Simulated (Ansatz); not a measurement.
# Direct or indirect: WS2 (P6_3/mmc)

```xyz
6
Lattice="3.1800 0.0000 0.0000 -1.5900 2.7540 0.0000 0.0000 0.0000 12.5000" Properties=species:S:1:pos:R:3 pbc="T T T"
W     1.5900    0.9180    9.3750
W     0.0000    1.8360    3.1250
S     1.5900    0.9180    4.6875
S     0.0000    1.8360   10.9375
S     1.5900    0.9180    1.5625
S     0.0000    1.8360    7.8125
```

Method: Ansatz, PBE, independent particles, without spin-orbit coupling, line width 0.1 eV (Gaussian). The band structure gives a fundamental gap of 1.05 eV. The spectrum of vertical transitions near the edge:

```json
{"E (eV)": "0.60", "Im ε, E ∥ xy": "0.00", "Im ε, E ∥ z": "0.00"}
{"E (eV)": "0.72", "Im ε, E ∥ xy": "0.00", "Im ε, E ∥ z": "0.00"}
{"E (eV)": "0.84", "Im ε, E ∥ xy": "0.00", "Im ε, E ∥ z": "0.00"}
{"E (eV)": "0.96", "Im ε, E ∥ xy": "0.00", "Im ε, E ∥ z": "0.00"}
{"E (eV)": "1.08", "Im ε, E ∥ xy": "0.00", "Im ε, E ∥ z": "0.00"}
{"E (eV)": "1.20", "Im ε, E ∥ xy": "0.00", "Im ε, E ∥ z": "0.00"}
{"E (eV)": "1.32", "Im ε, E ∥ xy": "0.00", "Im ε, E ∥ z": "0.00"}
{"E (eV)": "1.44", "Im ε, E ∥ xy": "0.00", "Im ε, E ∥ z": "0.00"}
{"E (eV)": "1.56", "Im ε, E ∥ xy": "0.01", "Im ε, E ∥ z": "0.00"}
{"E (eV)": "1.68", "Im ε, E ∥ xy": "0.53", "Im ε, E ∥ z": "0.00"}
{"E (eV)": "1.80", "Im ε, E ∥ xy": "3.13", "Im ε, E ∥ z": "0.00"}
{"E (eV)": "1.92", "Im ε, E ∥ xy": "6.22", "Im ε, E ∥ z": "0.00"}
{"E (eV)": "2.04", "Im ε, E ∥ xy": "6.87", "Im ε, E ∥ z": "0.00"}
{"E (eV)": "2.16", "Im ε, E ∥ xy": "6.52", "Im ε, E ∥ z": "0.01"}
{"E (eV)": "2.28", "Im ε, E ∥ xy": "7.36", "Im ε, E ∥ z": "0.03"}
{"E (eV)": "2.40", "Im ε, E ∥ xy": "10.49", "Im ε, E ∥ z": "0.11"}
{"E (eV)": "2.52", "Im ε, E ∥ xy": "15.19", "Im ε, E ∥ z": "0.89"}
{"E (eV)": "2.64", "Im ε, E ∥ xy": "21.65", "Im ε, E ∥ z": "2.54"}
{"E (eV)": "2.76", "Im ε, E ∥ xy": "23.26", "Im ε, E ∥ z": "2.74"}
{"E (eV)": "2.88", "Im ε, E ∥ xy": "21.78", "Im ε, E ∥ z": "3.41"}
{"E (eV)": "3.00", "Im ε, E ∥ xy": "20.44", "Im ε, E ∥ z": "4.20"}
```

Q: Is the gap direct or indirect, and about where do vertical transitions set in?

A: Indirect, by the band path, whose least direct gap is 1.74 eV. The curves fit this: they stay near zero above 1.05 eV and rise only from about 1.7 eV, though a forbidden direct transition would look alike. Lines are broadened by 0.1 eV, which spreads the edge, and phonons, which would give weak absorption from the fundamental gap up, are left out.

[Logs are printed without paths, hosts, clocks, repeated set-up lines and the standing remarks that a program may print on its own settings, such as how far it seeks lower states.]
